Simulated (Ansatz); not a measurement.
# F on Ru(0001): change of the work function

Wanted: Δφ(θ) for F/Ru(0001), starting from the fcc site.

Method: plane-wave DFT, PBE, Ansatz PAW (set soft_1); PAW set soft_1, in Ansatz 0.2.0.

## 1. Starting point

The cell holds 4 atoms: 4 Ru. Cell: a = 2.700 Å, b = 2.700 Å, c = 24.415 Å, α = 90.0°, β = 90.0°, γ = 60.0°. Vacuum lies along c.

## 2. The clean slab

The bare slab comes first, as the zero from which every change is counted. The two lowest layers are held at bulk places and the upper ones relax. The dipole correction removes the false field that a one-sided slab makes across the periodic vacuum, so each face gets a flat vacuum level of its own.

input.yaml reads:

```yaml
crystal:
  lattice:
    - [2.7, 0.0, 0.0]
    - [1.35, 2.3382685902, 0.0]
    - [0.0, 0.0, 24.4152]
  atoms:
    - { symbol: Ru, position: [0.6666666667, 0.6666666667, 0.3686228251] }
    - { symbol: Ru, position: [0.0, 0.0, 0.4562076084] }
    - { symbol: Ru, position: [0.6666666667, 0.6666666667, 0.5437923916] }
    - { symbol: Ru, position: [0.0, 0.0, 0.6313771749] }
kpoints:
  mp_grid: { grid: [12, 12, 1] }
hamiltonian:
  xc: pbe
  pseudopotentials: { kind: paw, azcp: { folder: soft_1 } }
scf:
  occupations: { method: fermi_dirac, width: 0.1 }
  convergence: { dr2_threshold: 1.0e-08 }
efield:
  axis: 3
  dipole_correction: true
  ramp_position: 0.97
  ramp_width: 0.06
relax:
  f_tol: 0.02
  max_steps: 60
  constraints: [{ sites: [0, 1] }]
output:
  write_potential: true
  write_density: true
  volumetric_format: npy
```

On the command line:

```bash
$ ansatz run input.yaml --threads 4 --pin off --max-ram 16384MiB --backend cpu --events-out ev --progress --plain --runs-dir out
```

Numbers of over 12 decimals in the logs are rounded to 6 here.

What it wrote:

```text
Engine: ansatz 0.2.0, aarch64-unknown-linux-gnu
Pseudopotentials: kind: paw
Pseudopotential: Ru, paw, valence charge 16, recommended cutoff 420 eV (normal), soft_1/Ru.paw.azcp
Functional definition: PBE
  parameter kappa = 0.804
  parameter beta = 0.066725
  exchange = pbe_x(kappa = kappa, mu = beta*pi^2/3)
  correlation = pbe_c(beta = beta)
Crystal: 4 atoms, lattice volume = 154.141 Å³
Basis set: ecut = 420 eV, 3063 PW (Γ), exchange–correlation on 40×40×360 points (8 copies of the dense FFT grid, shifted against one another)
Bands: 39, of which v1, the nominal top of the filled ones, is band 32 counted from 1 (31 counted from 0)
Symmetry: 6 space group operations
k-points: 19 of 144 (time reversal used)
Non-local potential: Ru, projectors of the file, l = 0: 3, l = 1: 2, l = 2: 2, l = 3: 1
PAW form: soft (Blöchl's): semilocal exchange-correlation on the pseudo side does not see the compensation charge
PAW one-centre angular grid: Ru, 590 points (default); XC on 64 Gauss nodes
Initial density: superposition of atomic densities (neutral atoms: chi_scale 0, normalization atom)
Initial wavefunctions: pseudopotential atomic-orbital guess
Functional: x = pbe(κ = 0.804, μ = 0.219515), c = pbe(β = 0.066725)
SCF iter   1: F=—  HF=-23515.453464 eV  |F-HF|=—  |Δ(HF+E_count)|=         —  Δρ=6.91e-2  dr2=1.01e1  ethr=3.10e-3  p=0.000 e·Å  D=1.72e-14 V/Å  ΔV_dip=-0.00 eV  dr2_dipole=7.17e-7  V_vac-E_F(+/−)=5.89/5.89 eV  ⟨swp⟩=8.6  Hψ=3386  notcnv=0
efield: sawtooth ramp at fractional position 0.9700 (set: `efield.ramp_position`, or a place that a band, a saddle search or an elastic batch's reference lends), width 0.0600; the density the first Hamiltonian is built on has a dipole p = 0.000 e·Å; the dipole correction subtracts the counter field D = 1.72e-14 V/Å, which shifts the + side's vacuum level by -0.00 eV against the − side's; the planar-averaged density in the ramp window peaks in size at 7.6e-7 e/Å³
preconditioner: auto → LDOS  [metal: Δε(μ)=0.035 eV  Ē_g=5.114 eV  σ=0.100 eV  W_gap=0.09  n_scr=18 (ndim 8)  ℏωp=16.9 eV  f_vac=0.580  D(μ)=4.01/eV (n_scr^D=16)  β→1.0]
SCF iter   2: F=—  HF=-23515.821723 eV  |F-HF|=—  |Δ(HF+E_count)|=   3.68e-1  Δρ=7.18e-2  dr2=1.03e1  ethr=3.10e-3  p=-0.000 e·Å  D=-1.17e-4 V/Å  ΔV_dip=0.00 eV  dr2_dipole=8.79e-5  V_vac-E_F(+/−)=5.13/5.12 eV  ⟨swp⟩=3.9  Hψ=2099  notcnv=0
SCF iter   3: F=—  HF=-23512.907939 eV  |F-HF|=—  |Δ(HF+E_count)|=    2.91e0  Δρ=6.02e-3  dr2=6.56e-2  ethr=3.10e-3  p=-0.000 e·Å  D=-2.07e-5 V/Å  ΔV_dip=0.00 eV  dr2_dipole=3.79e-9  V_vac-E_F(+/−)=5.34/5.34 eV  ⟨swp⟩=3.0  Hψ=1966  notcnv=0
SCF iter   4: F=—  HF=-23512.902840 eV  |F-HF|=—  |Δ(HF+E_count)|=   5.10e-3  Δρ=2.97e-3  dr2=2.87e-2  ethr=1.03e-4  p=-0.000 e·Å  D=-1.63e-5 V/Å  ΔV_dip=0.00 eV  dr2_dipole=1.99e-5  V_vac-E_F(+/−)=5.19/5.19 eV  ⟨swp⟩=3.2  Hψ=1727  notcnv=0
SCF iter   5: F=—  HF=-23512.897460 eV  |F-HF|=—  |Δ(HF+E_count)|=   5.38e-3  Δρ=8.63e-4  dr2=9.22e-4  ethr=4.48e-5  p=0.000 e·Å  D=1.80e-5 V/Å  ΔV_dip=-0.00 eV  dr2_dipole=1.15e-5  V_vac-E_F(+/−)=5.15/5.15 eV  ⟨swp⟩=2.3  Hψ=1141  notcnv=0
SCF iter   6: F=—  HF=-23512.898042 eV  |F-HF|=—  |Δ(HF+E_count)|=   5.82e-4  Δρ=2.80e-4  dr2=1.59e-4  ethr=1.44e-6  p=-0.000 e·Å  D=-2.49e-6 V/Å  ΔV_dip=0.00 eV  dr2_dipole=2.67e-6  V_vac-E_F(+/−)=5.12/5.12 eV  ⟨swp⟩=3.0  Hψ=1418  notcnv=0
SCF iter   7: F=—  HF=-23512.898155 eV  |F-HF|=—  |Δ(HF+E_count)|=   1.12e-4  Δρ=7.74e-5  dr2=1.02e-5  ethr=2.49e-7  p=0.000 e·Å  D=1.46e-5 V/Å  ΔV_dip=-0.00 eV  dr2_dipole=3.87e-9  V_vac-E_F(+/−)=5.10/5.10 eV  ⟨swp⟩=2.2  Hψ=1026  notcnv=0
SCF iter   8: F=—  HF=-23512.898160 eV  |F-HF|=—  |Δ(HF+E_count)|=   5.05e-6  Δρ=2.00e-5  dr2=1.02e-6  ethr=1.60e-8  p=-0.000 e·Å  D=-1.59e-7 V/Å  ΔV_dip=0.00 eV  dr2_dipole=2.31e-8  V_vac-E_F(+/−)=5.09/5.09 eV  ⟨swp⟩=3.1  Hψ=1639  notcnv=0
SCF iter   9: F=—  HF=-23512.898161 eV  |F-HF|=—  |Δ(HF+E_count)|=   1.40e-6  Δρ=7.39e-6  dr2=1.79e-7  ethr=1.60e-9  p=0.000 e·Å  D=4.60e-6 V/Å  ΔV_dip=-0.00 eV  dr2_dipole=1.19e-9  V_vac-E_F(+/−)=5.09/5.09 eV  ⟨swp⟩=2.2  Hψ=1105  notcnv=0
SCF iter  10: F=—  HF=-23512.898161 eV  |F-HF|=—  |Δ(HF+E_count)|=   1.23e-8  Δρ=2.56e-6  dr2=2.56e-8  ethr=2.80e-10  p=-0.000 e·Å  D=-1.20e-6 V/Å  ΔV_dip=0.00 eV  dr2_dipole=2.70e-11  V_vac-E_F(+/−)=5.09/5.09 eV  ⟨swp⟩=3.1  Hψ=1451  notcnv=0
SCF iter  11: F=-23512.898161 eV  HF=-23512.898161 eV  |F-HF|=6.10e-9  |Δ(HF+E_count)|=   5.07e-9  Δρ=7.31e-7  dr2=1.18e-9  ethr=1.56e-11  p=0.000 e·Å  D=2.04e-7 V/Å  ΔV_dip=-0.00 eV  dr2_dipole=1.19e-11  V_vac-E_F(+/−)=5.09/5.09 eV  ⟨swp⟩=10.3  Hψ=5553  notcnv=0
SCF 1 converged in 11 iterations: F = -23512.898161 eV  dr2 = 1.18e-9
  greatest PAW one-centre occupation: 1.000 electrons in one spin orbital (limit 2), on the Ru atom at site 2 (counted from 0), in its partial waves of l = 0
relax step   1: F+E_penalty+E_count = -23512.89816103 eV  Δ(F+E_penalty+E_count) = +0.000e0 eV  max|allowed force component| = 5.365e-1 eV/Å  Δτ_max = 0.0000 Å  (11 SCF iters, accepted)
Initial density: handed on by an earlier stage of this run
Initial wavefunctions: those handed on with the density
iter 1 solved again at ethr=3.10e-4 eV; its pass at ethr=3.10e-3 eV (dr2=1.98e-1 eV) is discarded
SCF iter   1: F=—  HF=-23512.913068 eV  |F-HF|=—  |Δ(HF+E_count)|=         —  Δρ=4.15e-3  dr2=1.62e-1  ethr=3.10e-4  p=0.000 e·Å  D=2.48e-7 V/Å  ΔV_dip=-0.00 eV  dr2_dipole=5.10e-2  V_vac-E_F(+/−)=5.08/5.08 eV  ⟨swp⟩=1.5  Hψ=2578  notcnv=0
efield: sawtooth ramp at fractional position 0.9700 (set: `efield.ramp_position`, or a place that a band, a saddle search or an elastic batch's reference lends), width 0.0600; the density the first Hamiltonian is built on has a dipole p = 0.000 e·Å; the dipole correction subtracts the counter field D = 2.48e-7 V/Å, which shifts the + side's vacuum level by -0.00 eV against the − side's; the planar-averaged density in the ramp window peaks in size at 1.4e-6 e/Å³
preconditioner: auto → LDOS  [metal: Δε(μ)=0.011 eV  Ē_g=4.777 eV  σ=0.100 eV  W_gap=0.03  n_scr=18 (ndim 8)  ℏωp=16.9 eV  f_vac=0.589  D(μ)=4.80/eV (n_scr^D=18)  β→1.0]
SCF iter   2: F=—  HF=-23512.909884 eV  |F-HF|=—  |Δ(HF+E_count)|=   3.18e-3  Δρ=1.41e-3  dr2=8.85e-3  ethr=2.53e-4  p=0.001 e·Å  D=1.46e-3 V/Å  ΔV_dip=-0.04 eV  dr2_dipole=1.11e-3  V_vac-E_F(+/−)=5.04/5.07 eV  ⟨swp⟩=1.9  Hψ=912  notcnv=0
SCF iter   3: F=—  HF=-23512.910095 eV  |F-HF|=—  |Δ(HF+E_count)|=   2.10e-4  Δρ=1.45e-3  dr2=8.37e-3  ethr=1.38e-5  p=0.002 e·Å  D=1.77e-3 V/Å  ΔV_dip=-0.04 eV  dr2_dipole=1.30e-4  V_vac-E_F(+/−)=5.04/5.08 eV  ⟨swp⟩=2.8  Hψ=1557  notcnv=0
SCF iter   4: F=—  HF=-23512.908046 eV  |F-HF|=—  |Δ(HF+E_count)|=   2.05e-3  Δρ=1.68e-4  dr2=8.28e-5  ethr=1.31e-5  p=0.001 e·Å  D=1.75e-3 V/Å  ΔV_dip=-0.04 eV  dr2_dipole=2.06e-6  V_vac-E_F(+/−)=5.03/5.07 eV  ⟨swp⟩=2.4  Hψ=1179  notcnv=0
SCF iter   5: F=—  HF=-23512.908040 eV  |F-HF|=—  |Δ(HF+E_count)|=   5.46e-6  Δρ=5.84e-5  dr2=7.94e-6  ethr=1.29e-7  p=0.001 e·Å  D=1.74e-3 V/Å  ΔV_dip=-0.04 eV  dr2_dipole=1.02e-8  V_vac-E_F(+/−)=5.03/5.07 eV  ⟨swp⟩=3.1  Hψ=1479  notcnv=0
SCF iter   6: F=—  HF=-23512.908045 eV  |F-HF|=—  |Δ(HF+E_count)|=   4.93e-6  Δρ=2.47e-5  dr2=1.24e-6  ethr=1.24e-8  p=0.001 e·Å  D=1.75e-3 V/Å  ΔV_dip=-0.04 eV  dr2_dipole=6.97e-9  V_vac-E_F(+/−)=5.03/5.07 eV  ⟨swp⟩=2.5  Hψ=1124  notcnv=0
SCF iter   7: F=—  HF=-23512.908046 eV  |F-HF|=—  |Δ(HF+E_count)|=   6.48e-7  Δρ=6.43e-6  dr2=1.06e-7  ethr=1.94e-9  p=0.002 e·Å  D=1.77e-3 V/Å  ΔV_dip=-0.04 eV  dr2_dipole=1.01e-8  V_vac-E_F(+/−)=5.03/5.07 eV  ⟨swp⟩=2.8  Hψ=1286  notcnv=0
SCF iter   8: F=—  HF=-23512.908046 eV  |F-HF|=—  |Δ(HF+E_count)|=   1.19e-7  Δρ=2.60e-6  dr2=1.70e-8  ethr=1.56e-11  p=0.002 e·Å  D=1.77e-3 V/Å  ΔV_dip=-0.04 eV  dr2_dipole=1.66e-11  V_vac-E_F(+/−)=5.03/5.07 eV  ⟨swp⟩=11.3  Hψ=6032  notcnv=0
SCF iter   9: F=-23512.908046 eV  HF=-23512.908046 eV  |F-HF|=8.68e-9  |Δ(HF+E_count)|=   6.08e-8  Δρ=8.42e-7  dr2=1.30e-9  ethr=1.56e-11  p=0.002 e·Å  D=1.77e-3 V/Å  ΔV_dip=-0.04 eV  dr2_dipole=5.94e-12  V_vac-E_F(+/−)=5.03/5.07 eV  ⟨swp⟩=10.2  Hψ=5381  notcnv=0
SCF 2 converged in 9 iterations: F = -23512.908046 eV  dr2 = 1.30e-9
relax step   2: F+E_penalty+E_count = -23512.90804595 eV  Δ(F+E_penalty+E_count) = -9.885e-3 eV  max|allowed force component| = 2.666e-1 eV/Å  Δτ_max = 0.0633 Å  (9 SCF iters, accepted)
SCF iter   1: F=—  HF=-23512.912690 eV  |F-HF|=—  |Δ(HF+E_count)|=         —  Δρ=2.15e-3  dr2=3.84e-2  ethr=5.45e-4  p=0.002 e·Å  D=1.77e-3 V/Å  ΔV_dip=-0.04 eV  dr2_dipole=1.01e-2  V_vac-E_F(+/−)=5.03/5.08 eV  ⟨swp⟩=3.1  Hψ=1477  notcnv=0
efield: sawtooth ramp at fractional position 0.9700 (set: `efield.ramp_position`, or a place that a band, a saddle search or an elastic batch's reference lends), width 0.0600; the density the first Hamiltonian is built on has a dipole p = 0.002 e·Å; the dipole correction subtracts the counter field D = 1.77e-3 V/Å, which shifts the + side's vacuum level by -0.04 eV against the − side's; the planar-averaged density in the ramp window peaks in size at 8.1e-7 e/Å³
preconditioner: auto → LDOS  [metal: Δε(μ)=0.014 eV  Ē_g=4.749 eV  σ=0.100 eV  W_gap=0.03  n_scr=18 (ndim 8)  ℏωp=16.9 eV  f_vac=0.586  D(μ)=4.73/eV (n_scr^D=18)  β→1.0]
SCF iter   2: F=—  HF=-23512.911905 eV  |F-HF|=—  |Δ(HF+E_count)|=   7.85e-4  Δρ=7.99e-4  dr2=3.89e-3  ethr=6.01e-5  p=0.001 e·Å  D=1.61e-3 V/Å  ΔV_dip=-0.04 eV  dr2_dipole=1.05e-3  V_vac-E_F(+/−)=5.04/5.08 eV  ⟨swp⟩=1.6  Hψ=966  notcnv=0
SCF iter   3: F=—  HF=-23512.911791 eV  |F-HF|=—  |Δ(HF+E_count)|=   1.14e-4  Δρ=7.58e-4  dr2=1.96e-3  ethr=6.07e-6  p=0.001 e·Å  D=1.11e-3 V/Å  ΔV_dip=-0.03 eV  dr2_dipole=1.11e-4  V_vac-E_F(+/−)=5.05/5.07 eV  ⟨swp⟩=3.3  Hψ=1579  notcnv=0
SCF iter   4: F=—  HF=-23512.911366 eV  |F-HF|=—  |Δ(HF+E_count)|=   4.25e-4  Δρ=1.11e-4  dr2=3.97e-5  ethr=3.06e-6  p=0.001 e·Å  D=1.22e-3 V/Å  ΔV_dip=-0.03 eV  dr2_dipole=6.51e-9  V_vac-E_F(+/−)=5.04/5.07 eV  ⟨swp⟩=2.3  Hψ=1101  notcnv=0
SCF iter   5: F=—  HF=-23512.911360 eV  |F-HF|=—  |Δ(HF+E_count)|=   6.78e-6  Δρ=3.26e-5  dr2=2.38e-6  ethr=6.20e-8  p=0.001 e·Å  D=1.23e-3 V/Å  ΔV_dip=-0.03 eV  dr2_dipole=1.69e-7  V_vac-E_F(+/−)=5.04/5.07 eV  ⟨swp⟩=3.1  Hψ=1471  notcnv=0
SCF iter   6: F=—  HF=-23512.911361 eV  |F-HF|=—  |Δ(HF+E_count)|=   1.79e-6  Δρ=1.23e-5  dr2=3.31e-7  ethr=3.72e-9  p=0.001 e·Å  D=1.22e-3 V/Å  ΔV_dip=-0.03 eV  dr2_dipole=2.15e-8  V_vac-E_F(+/−)=5.04/5.07 eV  ⟨swp⟩=2.4  Hψ=1186  notcnv=0
SCF iter   7: F=—  HF=-23512.911362 eV  |F-HF|=—  |Δ(HF+E_count)|=   3.82e-7  Δρ=4.07e-6  dr2=5.89e-8  ethr=5.18e-10  p=0.001 e·Å  D=1.20e-3 V/Å  ΔV_dip=-0.03 eV  dr2_dipole=6.40e-9  V_vac-E_F(+/−)=5.05/5.07 eV  ⟨swp⟩=2.6  Hψ=1199  notcnv=0
SCF iter   8: F=—  HF=-23512.911362 eV  |F-HF|=—  |Δ(HF+E_count)|=   3.83e-8  Δρ=1.36e-6  dr2=1.02e-8  ethr=9.21e-11  p=0.001 e·Å  D=1.20e-3 V/Å  ΔV_dip=-0.03 eV  dr2_dipole=9.17e-10  V_vac-E_F(+/−)=5.05/5.07 eV  ⟨swp⟩=2.9  Hψ=1444  notcnv=0
SCF iter   9: F=-23512.911362 eV  HF=-23512.911362 eV  |F-HF|=4.29e-9  |Δ(HF+E_count)|=   2.09e-8  Δρ=4.76e-7  dr2=5.92e-10  ethr=1.56e-11  p=0.001 e·Å  D=1.20e-3 V/Å  ΔV_dip=-0.03 eV  dr2_dipole=5.83e-13  V_vac-E_F(+/−)=5.05/5.07 eV  ⟨swp⟩=9.8  Hψ=5183  notcnv=0
SCF 3 converged in 9 iterations: F = -23512.911362 eV  dr2 = 5.92e-10
relax step   3: F+E_penalty+E_count = -23512.91136186 eV  Δ(F+E_penalty+E_count) = -3.316e-3 eV  max|allowed force component| = 1.734e-2 eV/Å  Δτ_max = 0.0294 Å  (9 SCF iters, accepted)
NSCF: frozen V_eff on 19 k-points
the band table was solved once a step of the walk had ended and its energy, with any forces and stress, was formed, with the checks that follow a solve (3213 applications of the Hamiltonian). They found nothing against the state; the energy, forces and stress were not computed again (output.eigenvalues in the input reference)
SCF converged after 9 iterations
Free energy (F): -23512.911362 eV
Harris-Foulkes:  -23512.911362 eV  (|F-HF|=4.29e-9)
Internal energy: -23512.754097 eV  (E = F + TS)
E sigma→0 (E₀):  -23512.832729 eV
Entropy (-TS):   -0.157265 eV (-39.316 meV/atom)
Fermi energy:    5.000138 eV
Dipole field:    D = 0.001195 V/Å  (p = 0.001018 e·Å, saw-weighted, corrected)
Work function:   Φ+ = 5.0456 eV   Φ− = 5.0748 eV
Levels:          The Fermi level and band energies are counted from a zero that moves with the ramp; work functions are not
--- Per-component energies (eV) ---
  E_band       = -1386.861876
  E_kinetic    = 1835.157451
  E_local      = -108507.502028  (includes V_loc(G=0)·N_el)
  E_nonlocal   = 1653.720493
  E_hartree    = 52816.101258
  E_xc         = -676.608585
  E_vxc        = -855.241125  (∫ρ·V_xc dr)
  E_paw        = -14006.745506  (= ΣΔE_a)
  E_vpaw       = -1145.204799  (= ΣTr[D̂ρ^β])
  E_aug_tail   = 0.002527  (compensation charges beyond the density's cutoff)
  E_efield     = 0.000001  (sawtooth field / dipole correction)
  E_vefield    = 0.000282  (∫n·V_field dr)
  E_ewald      = 43373.120292
  E_smearing   = -0.157265  (= −TS)
  E_closure    = -0.000000  (closes the sum)
  Σ components = -23512.911362   (vs F -23512.911362, Δ=0.00e0)
--- Forces (eV/Å), atoms counted from 1 ---
  atom   1  Ru     0.00000000     0.00000000     0.47227348
  atom   2  Ru    -0.00000000     0.00000000    -0.45910817
  atom   3  Ru     0.00000000    -0.00000000    -0.01733648
  atom   4  Ru    -0.00000000     0.00000000     0.00415250
  max |Σ_I F_I| component: 1.87e-5 eV/Å
--- Band table (eV; the first three rows and the last of 19) ---
  k-point 0: bands = [... 28 lower, 3.0326, 3.0326, 3.2331, 4.1861, 4.1861, 5.1008, 5.1655, 5.1655, ... 3 higher]
  k-point 1: bands = [... 28 lower, 3.0647, 3.2002, 3.2949, 4.0155, 4.1298, 4.6195, 4.8912, 5.1071, ... 3 higher]
  k-point 2: bands = [... 28 lower, 3.1299, 3.4032, 3.5554, 3.6906, 4.0090, 4.2466, 4.7357, 5.0159, ... 3 higher]
  k-point 18: bands = [... 28 lower, 2.9514, 3.7950, 4.3843, 5.6333, 5.6683, 5.6914, 6.1294, 6.1671, ... 3 higher]
--- Relaxed structure (3 steps of the walk, 3 accepted, 0 SCFs on fresh bases) ---
  F+E_penalty+E_count = -23512.91136186 eV   max|allowed force component| = 1.734e-2 eV/Å
  atoms:
    - { symbol: Ru, position: [0.666667, 0.666667, 0.3686228251] }
    - { symbol: Ru, position: [0.0, 0.0, 0.456208] }
    - { symbol: Ru, position: [0.666667, 0.666667, 0.544581] }
    - { symbol: Ru, position: [-1.3957589141636839e-18, 0, 0.629987] }
```

Run time: 11 s. Hardware: 4 threads of Arm Neoverse V1, shared host; peak memory 0.46 GiB.

Relaxation path:

```tsv
step	energy less that of the first step (eV)	largest force component (eV/Å)
1	0.0000	0.5365
2	-0.0099	0.2666
3	-0.0132	0.0173
```

Forces are held to the 6 operations that the run works with; a distortion that breaks them can't arise in this run.

The atoms that moved most (Å):

```tsv
atom	dx	dy	dz	length
Ru4	0.000	0.000	-0.034	0.034
Ru3	0.000	0.000	0.019	0.019
```

This step gave:

| Item | Value |
| --- | --- |
| energy at zero smearing | -23512.8327 eV |
| work function, upper face | 5.046 eV |
| work function, lower face | 5.075 eV |
| dipole along the normal | 0.001018 e·Å |
| step between the vacuum levels | -0.02918 eV |

Running mean over 2.138 Å of the planar mean; the ramp of the sawtooth is left out. Electron's electrostatic potential energy less the Fermi level against z:

```tsv
z (Å)	electron's electrostatic potential energy less the Fermi level (eV)
3.0	5.07
3.5	5.07
4.0	5.07
4.5	5.07
5.0	5.07
5.5	5.05
6.0	4.98
6.5	4.76
7.0	3.94
7.5	0.691
8.0	-6.19
8.5	-12.2
9.0	-14.1
9.5	-14.4
10.0	-14.5
10.5	-14.6
11.0	-14.7
11.5	-14.7
12.0	-14.5
12.5	-14.6
13.0	-14.7
13.5	-14.9
14.0	-15.3
14.5	-15.3
15.0	-14.7
15.5	-14.0
16.0	-11.2
16.5	-4.45
17.0	1.80
17.5	4.21
18.0	4.80
18.5	4.98
19.0	5.03
19.5	5.04
20.0	5.04
20.5	5.05
21.0	5.05
```

The relaxation took 3 steps and lowered the energy by 0.013 eV; the largest force on the free atoms ends at 0.017 eV/Å.

The work function of the upper face is 5.05 eV.

[end of part 1 of 4]

[Logs are printed without paths, hosts, clocks, repeated set-up lines and the standing remarks that a program may print on its own settings, such as how far it seeks lower states.]

[Hosts, paths, dates, database ids (printed as entryN), source tags and the programs' standing remarks are cut or masked in the printed files.]

[Maps of the electrostatic potential energy from Ansatz leave out the sawtooth potential of an applied field or a dipole correction, so their vacuum need not be flat; planar profiles and work functions include it.]
